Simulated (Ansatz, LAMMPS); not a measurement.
# Relaxing Li+ PF6- in dimethoxyethane and ethylene carbonate, from a frame at 400 K (198 atoms), part 3 of 3

How does Li+ PF6- in dimethoxyethane and ethylene carbonate, from a frame at 400 K (198 atoms) relax, and what do bonds, charges and levels look like afterwards?

Ansatz 0.2.0; Kohn-Sham DFT, PBE+D3(BJ), PAW (set soft_2), plane waves.

The cell: 45 C, 33 O, 88 H, 4 P, 24 F and 4 Li. The network of contacts between molecules at the start is that of the classical potential that made the cell. The density was typed from a rule of thumb and may lie off the real one at this temperature. Sampling is at Γ alone, for a cell whose shortest periodic width is 13 Å.

So far. Step 4 (Relaxation): The relaxation changed the energy by -68.1 meV/atom, and atoms moved by 1.4 Å r.m.s., 3.4 Å at most.

## Step 6: Single point at the relaxed geometry

The electronic structure is read at the final geometry, in a run of its own.

File input.yaml:

```yaml
crystal:
  lattice:
    - [13.14569, 0.0, 0.0]
    - [0.0, 13.14569, 0.0]
    - [0.0, 0.0, 13.14569]
  atoms:
    - { symbol: C, position: [0.73635, 0.55556, 0.89199] }
    - { symbol: O, position: [0.82889, 0.50843, 0.92526] }
    - { symbol: C, position: [0.83326, 0.49991, 0.0337] }
    - { symbol: C, position: [0.92254, 0.43265, 0.05901] }
    - { symbol: O, position: [0.01072, 0.47453, 0.0106] }
    - { symbol: C, position: [0.1015, 0.42283, 0.04147] }
    - { symbol: H, position: [0.73135, 0.63407, 0.92056] }
    - { symbol: H, position: [0.67052, 0.51119, 0.91844] }
    - { symbol: H, position: [0.73817, 0.55586, 0.80884] }
    - { symbol: H, position: [0.84205, 0.57641, 0.06737] }
    - { symbol: H, position: [0.76323, 0.46457, 0.0632] }
    - { symbol: H, position: [0.93375, 0.42915, 0.14214] }
    - { symbol: H, position: [0.90961, 0.35435, 0.03149] }
    - { symbol: H, position: [0.16426, 0.45747, 0.99917] }
    - { symbol: H, position: [0.09769, 0.34121, 0.02343] }
    - { symbol: H, position: [0.11367, 0.43134, 0.12388] }
    - { symbol: C, position: [0.50526, 0.04433, 0.7369] }
    - { symbol: O, position: [0.58715, 0.11268, 0.75863] }
    - { symbol: C, position: [0.67667, 0.0625, 0.79603] }
    - { symbol: C, position: [0.75138, 0.14483, 0.82545] }
    - { symbol: O, position: [0.76017, 0.21298, 0.7409] }
    - { symbol: C, position: [0.8332, 0.29163, 0.75736] }
    - { symbol: H, position: [0.52642, 0.99035, 0.6767] }
    - { symbol: H, position: [0.4413, 0.0904, 0.71021] }
    - { symbol: H, position: [0.48264, 0.003, 0.80616] }
    - { symbol: H, position: [0.65834, 0.01533, 0.86273] }
    - { symbol: H, position: [0.70833, 0.01306, 0.73626] }
    - { symbol: H, position: [0.72466, 0.18709, 0.89289] }
    - { symbol: H, position: [0.82558, 0.11009, 0.84337] }
    - { symbol: H, position: [0.8154, 0.33566, 0.82639] }
    - { symbol: H, position: [0.83039, 0.34253, 0.6915] }
    - { symbol: H, position: [0.90999, 0.25862, 0.76417] }
    [... 160 atom lines left out ...]
    - { symbol: F, position: [0.17891, 0.85949, 0.55339] }
    - { symbol: F, position: [0.23785, 0.94781, 0.41259] }
    - { symbol: Li, position: [0.48786, 0.80292, 0.11608] }
    - { symbol: Li, position: [0.97458, 0.55286, 0.87435] }
    - { symbol: Li, position: [0.0243, 0.52663, 0.37476] }
    - { symbol: Li, position: [0.63813, 0.21186, 0.65468] }
kpoints:
  mp_grid: { grid: [1, 1, 1] }
hamiltonian:
  xc: pbe
  dispersion: d3bj
scf:
  occupations: { method: fixed }
output:
  forces: true
  stress: true
  populations: true
  dos:
    method: { smearing: { sigma: 0.08 } }
    de: 0.1
    projected: { site_lists: { C: [C], F: [F], H: [H], Li: [Li], O: [O] } }
  eigenvalues: true
  write_density: true
  write_potential: true
  volumetric_format: npy
  elf: true
```

The run is started by

```sh
$ ansatz run input.yaml --threads 4 --pin off --max-ram 8192MiB --backend cpu --events-out ev --progress --plain --runs-dir out
```

Numbers of over 12 decimals in the logs are rounded to 6 here.

The log of the run:

```text
[...]
Crystal: 198 atoms, lattice volume = 2271.696 Å³
Basis set: ecut = 420 eV, 44299 PW (Γ), exchange–correlation on 180×180×180 points (8 copies of the dense FFT grid, shifted against one another)
Bands: 531, of which v1, the nominal top of the filled ones, is band 333 counted from 1 (332 counted from 0)
Symmetry: 1 space group operations
[...]
k-points: 1
[...]
SCF iter   1: F=—  HF=-54679.644226 eV  |F-HF|=—  |Δ(HF+E_count)|=         —  Δρ=4.97e-3  dr2=6.37e-1  ethr=1.77e-3  ⟨swp⟩=5.0  Hψ=2044  notcnv=0  defer=194
[...]
SCF iter  10: F=-54679.472783 eV  HF=-54679.472783 eV  |F-HF|=2.51e-8  |Δ(HF+E_count)|=   7.77e-8  Δρ=1.76e-6  dr2=7.63e-8  ethr=1.50e-11  ⟨swp⟩=25.0  Hψ=5808  notcnv=0
SCF 1 converged in 10 iterations: F = -54679.472783 eV  dr2 = 7.63e-8
[...]
WARN: The input density's exchange-correlation potential varies sharply where the density is thin. Do not read a vacuum level from v_tot or v_xc, or from such a field of the output density. On a cell that repeats whose density bears no net charge and no dipole along the vacuum's axis use v_es (v_loc + v_h of the components); [...]
SCF converged after 10 iterations
Free energy (F): -54679.472783 eV
[...]
Internal energy: -54679.472783 eV  (E = F + TS)
E sigma→0 (E₀):  -54679.472783 eV
Fermi energy:    -0.941754 eV
[...]
--- Forces (eV/Å), atoms counted from 1 ---
  atom   1  C      0.00171606    -0.00298951     0.00176611
  atom   2  O      0.00124830     0.00117054    -0.00468313
  atom   3  C      0.00120989    -0.00408448     0.00530774
  atom   4  C     -0.00120551     0.00288945     0.00055167
  atom   5  O      0.00385050    -0.00160346     0.00165483
  atom   6  C     -0.00633976     0.00119877     0.00316544
  atom   7  H     -0.00127690     0.00300996     0.00157734
  atom   8  H     -0.00239266    -0.00031890     0.00134318
  atom   9  H      0.00089283     0.00117180    -0.00481949
  atom  10  H      0.00198174     0.00361940    -0.00175078
  atom  11  H      0.00226337    -0.00078795    -0.00035312
  atom  12  H      0.00024697    -0.00111752     0.00137971
  atom  13  H     -0.00082726    -0.00108887    -0.00093297
  atom  14  H      0.00062279     0.00089558     0.00016317
[...]
atom 197  Li     0.00134359    -0.00224434    -0.00164435
  atom 198  Li     0.00326540     0.00125271     0.00050906
  max |Σ_I F_I| component: 1.37e-4 eV/Å
--- Stress (GPa, compression-positive) ---
       -0.286869       0.092862      -0.069221
        0.092863      -0.341580       0.078335
       -0.069221       0.078334      -0.345503
  P = ⅓ Tr σ = -0.3247 GPa (-3.247 kbar)
--- Band table (eV) ---
[...]
--- Löwdin populations: 198 sites ---
  site symbol       q [e]
     0      C      4.2347
     1      O      6.3606
     2      C      4.0625
[...]
197     Li      2.2210
  spilling = 0.012589 (of n_electrons = 666.000000)
```

It took 51 s on 4 threads of Arm Neoverse V2, shared host; peak memory 3.3 GiB; 3.3 min of CPU time.

The program notes that the exchange-correlation potential is rough where the density is thin.

The run gave:

* free energy: -54679.4728 eV
* free energy per atom: -276.1590 eV/atom
* SCF cycles: 10
* pressure: -0.3247 GPa
* r.m.s. force component: 0.00416 eV/Å
* longest force: 0.03329 eV/Å
* Fermi energy: -0.9418 eV
* gap (highest filled to lowest empty level): 5.168 eV
* spilling of the projection: 0.01259

Löwdin charges by element (they lack the spilled electrons, 0.042 e an atom on average):

```
element  coordination  atoms  mean charge (e)  spread   least    most
      C           all     45           0.0141   0.311  -0.235   0.729
      F           all     24           -0.473  0.0091  -0.497  -0.458
      H           all     88            0.200  0.0192   0.162   0.245
     Li           all      4            0.766  0.0089   0.757   0.779
      O           all     33           -0.339   0.064  -0.459  -0.252
      P           all      4             2.42  0.0032    2.41    2.42
```

States in the cell by windows of 1 eV, zero at the Fermi level; the larger projections on atomic orbitals stand beside the total:

| from (eV) | to (eV) | total | O p | C p | F p | H s | C s |
| --- | --- | --- | --- | --- | --- | --- | --- |
| -14 | -13 | 23.2 | 4.2 | 1.7 | 0.0 | 4.0 | 12.0 |
| -13 | -12 | 2.8 | 0.5 | 0.2 | 0.0 | 0.5 | 1.5 |
| -12 | -11 | 8.9 | 1.9 | 0.5 | 0.0 | 2.3 | 3.9 |
| -11 | -10 | 34.1 | 6.5 | 4.9 | 3.0 | 6.4 | 9.2 |
| -10 | -9 | 10.8 | 2.6 | 2.0 | 1.6 | 0.8 | 1.2 |
| -9 | -8 | 18.2 | 4.7 | 4.6 | 0.0 | 2.8 | 3.4 |
| -8 | -7 | 28.4 | 5.0 | 7.2 | 10.3 | 1.8 | 0.2 |
| -7 | -6 | 64.7 | 16.9 | 22.6 | 8.3 | 9.0 | 2.0 |
| -6 | -5 | 53.5 | 14.5 | 16.7 | 13.4 | 6.3 | 0.4 |
| -5 | -4 | 74.2 | 16.4 | 20.6 | 25.3 | 8.8 | 0.4 |
| -4 | -3 | 70.0 | 12.9 | 16.9 | 30.2 | 7.9 | 0.3 |
| -3 | -2 | 76.8 | 14.5 | 17.7 | 33.1 | 8.9 | 0.2 |
| -2 | -1 | 50.0 | 31.8 | 4.7 | 7.8 | 4.7 | 0.0 |
| -1 | 0 | 27.7 | 19.8 | 2.5 | 0.1 | 4.8 | 0.0 |
| 0 | 1 | 0.7 | 0.5 | 0.1 | 0.0 | 0.1 | 0.0 |
| 1 | 5 | 0.0 | 0.0 | 0.0 | 0.0 | 0.0 | 0.0 |

The curve was stored every 0.10 eV, coarse against its broadening of 0.08 eV, so these counts are rough.

With fixed occupations the program's Fermi level is the highest filled level; weight inside the gap is the broadening of levels at its edges.

Between -26 and -14 eV lie 114 more states.

Not all projections were asked for or kept, so they needn't add up to the total.

The levels nearest the highest filled one (over half full), pooled over k-points and spins:

| level less the highest filled one (eV) | occupation |
| --- | --- |
| -0.232 | 2 |
| -0.221 | 2 |
| -0.151 | 2 |
| -0.0764 | 2 |
| -0.0353 | 2 |
| 0 | 2 |
| 5.17 | 0 |
| 5.21 | 0 |
| 5.29 | 0 |
| 5.33 | 0 |
| 5.46 | 0 |
| 5.50 | 0 |

ELF in the bc plane at fractional x = 0.019, with atoms of O and H and C and F and Li within 0.2 Å of it. It is the smooth field of the valence electrons, not physical close to the nuclei.

Values in units of 1e-1, 13 rows by 16 columns, each cell a mean:
```
0.6 1.4 5.6 3.4 0.1 0.2 2.5 7.8 5.7 0.8 5.8 6.9 2.4 5.1 3.7 0.3
9.1 5.3 2.1 1.7 0.3 3.8 2.3 0.6 0.7 0.7 4.1 5.0 2.9 5.8 3.7 1.8
7.1 6.4 3.3 0.1 1.1 9.0 8.3 0.4 0.4 0.3 0.1 0.2 4.5 7.4 5.4 1.4
0.6 4.5 3.2 0.1 0.1 2.1 2.1 0.2 0.6 1.2 1.2 4.6 1.6 1.2 0.6 0.0
0.0 0.1 1.1 1.0 0.2 0.1 0.0 0.5 0.2 0.3 5.2 8.6 3.3 0.7 0.2 0.0
0.0 0.8 7.0 7.4 1.5 1.9 0.9 0.0 0.0 0.1 2.8 3.3 3.0 7.2 1.9 0.0
0.1 1.0 5.8 4.2 6.4 8.0 4.4 0.1 0.1 0.1 0.3 2.9 2.3 3.8 1.1 0.0
2.2 6.0 5.2 5.0 4.9 6.1 2.1 0.7 4.4 0.6 1.0 7.1 7.5 0.9 0.0 0.1
2.6 5.8 4.8 6.6 6.2 5.7 7.4 4.7 4.5 4.2 6.7 4.6 1.5 0.4 0.0 0.1
0.2 0.3 3.2 8.1 3.7 3.8 7.4 3.9 0.2 3.5 6.3 5.1 0.6 0.1 0.0 0.0
0.0 0.0 0.7 2.0 0.4 0.3 0.5 0.2 1.1 7.7 7.5 7.2 7.8 1.2 0.0 0.0
0.0 0.0 0.0 0.0 0.1 0.2 0.4 1.3 1.5 5.5 6.2 3.8 2.7 2.2 1.8 0.3
0.0 0.7 1.6 0.3 0.3 0.9 2.7 6.1 8.2 1.7 0.8 0.9 4.0 7.3 6.9 1.2
```
Columns run along b (13.1 Å), rows up along c (13.1 Å). Atoms in or near the plane, at fractional coordinates: O at (0.47, 0.01), H at (0.61, 0.15), C at (0.21, 0.49), C at (0.14, 0.40), O at (0.22, 0.32), H at (0.03, 0.85), F at (0.84, 0.83), F at (0.84, 0.01), Li at (0.53, 0.37).

Electrostatic potential energy in the bc plane at fractional x = 0.019, with atoms of O and H and C and F and Li within 0.2 Å of it. With pseudopotentials it is smooth inside the atoms' cores, unlike the true potential.

Ten even steps from '0' (-38 eV) to '9' (6 eV), each cell a mean:
```
9999999999999999634899999889983248999
9999999999999999999988997337888899999
8788999999999999998766898779987689999
6147899999999899998877899999960028999
8888999999998579999999999999983149999
9999999999999899999999999999999999999
9999999999999999999999999999999999999
9999999999999999999999999878999999999
9999999999999999999999999646999999999
9999999999999999999999999999999999999
9999997678999999999999999999998999999
9999983004657999999999999999999999999
9999873003100699999999999999999999999
9998312567412799988778999987899999999
9997100477411589984126899988999999999
9998644201200234885347875689999999999
9999996100566401698889810069999999999
9999999867999978999999842389999999999
9999999999999999999999875689999999999
9999999999999999999998644578899999999
9999999999999999999998337888899999999
9999999999999999999999999999999999999
9999999999999998635899999999997569999
9999999999999997100599999999971007999
```
Columns run along b (13.1 Å; values clipped at the 3rd and 97th percentile), rows up along c (13.1 Å). Atoms in or near the plane, at fractional coordinates: O at (0.47, 0.01), H at (0.61, 0.15), C at (0.21, 0.49), C at (0.14, 0.40), O at (0.22, 0.32), H at (0.03, 0.85), F at (0.84, 0.83), F at (0.84, 0.01), Li at (0.53, 0.37).

Mean Löwdin charges: C +0.01, F -0.47, H +0.20, Li +0.77, O -0.34, P +2.42 e (they miss 1.3 % of the electrons, so they add up to more than the cell's charge).

Local excerpt of 8 atoms (numbers count through the whole input) about P167, one of the 4 P atoms; x, y, z are measured from there.

```csv
atom,x,y,z,distance (Å),Löwdin charge (e)
P167,0.00,0.00,0.00,0.00,2.42
F172,-1.14,-0.15,-1.14,1.62,-0.46
F170,0.75,1.14,-0.89,1.63,-0.47
F171,0.89,-1.18,-0.69,1.63,-0.47
F169,1.11,0.18,1.18,1.63,-0.47
F173,-0.78,-1.10,0.92,1.64,-0.47
F168,-0.93,1.22,0.72,1.69,-0.50
H27,-0.26,-0.33,3.37,3.40,0.19
```

## Step 7: A changed input

A doubtful change is made on purpose, to see how the program answers.

File input.yaml:

```yaml
crystal:
  lattice:
    - [13.14569, 0.0, 0.0]
    - [0.0, 13.14569, 0.0]
    - [0.0, 0.0, 13.14569]
  atoms:
    [... the 198 atom lines of step 3 ...]
kpoints:
  mp_grid: { grid: [1, 1, 1], kspacing: 0.3 }
hamiltonian:
  xc: pbe
  dispersion: d3bj
scf:
  occupations: { method: fixed }
  max_iter: 75
output:
  forces: true
```

The log of the run:

```text
Error: invalid value for `kpoints.mp_grid.kspacing`: mutually exclusive with `grid` — set one or the other
```

Run time: 0.05 s. Hardware: 4 threads; peak memory 0.074 GiB.

The input was rejected at the start.

The program's message: “Error: invalid value for `kpoints.mp_grid.kspacing`: mutually exclusive with `grid` — set one or the other”

The fault in the input: both a k-mesh and a spacing (kpoints.mp_grid.kspacing = 0.3). The fix is to take out kpoints.mp_grid.kspacing.

## Step 8: Another setting: total_charge = -1

Changed here: total_charge = -1.

input.yaml, the sections that differ from step 7:

```yaml
kpoints:
  mp_grid: { grid: [1, 1, 1] }
scf:
  occupations: { method: fixed }
output:
  forces: true
  stress: true
  populations: true
  dos:
    method: { smearing: { sigma: 0.1 } }
    de: 0.1
    projected: { site_lists: { C: [C], F: [F], H: [H], Li: [Li], O: [O] } }
  eigenvalues: true
total_charge: -1
# crystal, hamiltonian: as in step 7
```

The log of the run:

```text
Error: inconsistent input (scf.occupations.method, magnetization): a σ = 0 step fill (method: fixed, or a smearing width below the step floor) cannot realise an odd electron count (667) without a locked total moment — the per-k integer fill puts the same N_el/2 bands in each spin channel; [...]
```

Run time: 0.05 s. Hardware: 4 threads; peak memory 0.075 GiB.

The program refused the input before any cycle.

The program's message: “Error: inconsistent input (scf.occupations.method, magnetization): a σ = 0 step fill (method: fixed, or a smearing width below the step floor) cannot realise an odd electron count (667) without a lock …”

Runs without a result: total_charge = -1 (refused).

## Step 9: Outcome

```yaml
energy_change_in_the_relaxation: -68.13 meV/atom
r_m_s_displacement: 1.357 Å
largest_displacement: 3.441 Å
free_energy_per_atom: -276.1590 eV/atom
pressure: -0.3247 GPa
r_m_s_force_component: 0.00416 eV/Å
spacing_of_highest_filled_and_lowest_empty_level: 5.168 eV
wall_time_of_the_3_dft_runs: 19 min
```

What this shows: Relaxation lowers the energy by 68.1 meV/atom and moves atoms by 1.4 Å r.m.s.; the r.m.s. force component goes from 1.1 to 0.0042 eV/Å, the pressure goes from 2.4 to -0.32 GPa, and the gap from 3.94 to 5.17 eV. From the first step to the last the energy fell by 13.489 eV, and the largest move was 3.44 Å (H156). The highest filled and lowest empty levels differ by 5.17 eV (at Γ alone); a semilocal functional tends to put such gaps too low. In a disordered cell it changes from sample to sample and from frame to frame.

Caveats: The network of contacts between molecules at the start is that of the classical potential that made the cell; in DFT atoms moved by 1.4 Å r.m.s.

[Logs are printed without paths, hosts, clocks, repeated set-up lines and the standing remarks that a program may print on its own settings, such as how far it seeks lower states.]

[Hosts, paths, dates, database ids (printed as entryN), source tags and the programs' standing remarks are cut or masked in the printed files.]
